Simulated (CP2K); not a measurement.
The C K edge of formyl cation was computed by TDDFT (CP2K XAS_TDP, aug-cc-pVTZ, TDA) at these levels: PBE, PBEh(45%) and PBEh(45%) + GW2X. The first three lines of C1 (bonded to O and H) with a strength over 0.0015, energy in eV and strength:

| run | first | second | third |
| --- | --- | --- | --- |
| 1 | 290.09 (0.156) | 295.98 (0.006) | 299.58 (0.008) |
| 2 | 282.84 (0.160) | 288.73 (0.006) | 292.32 (0.008) |
| 3 | 271.91 (0.105) | 275.57 (0.003) | 277.88 (0.004) |

Q: Which run is which?

Run 1: PBEh(45%) + GW2X (45 % exact exchange). Run 2: PBEh(45%) (45 % exact exchange). Run 3: PBE (0 % exact exchange). Self-interaction lifts the core level, so the uncorrected lines rise with the share of exact exchange. The GW2X run keeps the spacings of its parent: 5.89 eV between the first two lines in run 1, 5.89 eV in run 2. Its shift is +7.25 eV, since the Kohn–Sham level at this share of exchange lies that far above the quasiparticle level.

[Hosts, paths, dates, database ids (printed as entryN), source tags and the programs' standing remarks are cut or masked in the printed files.]
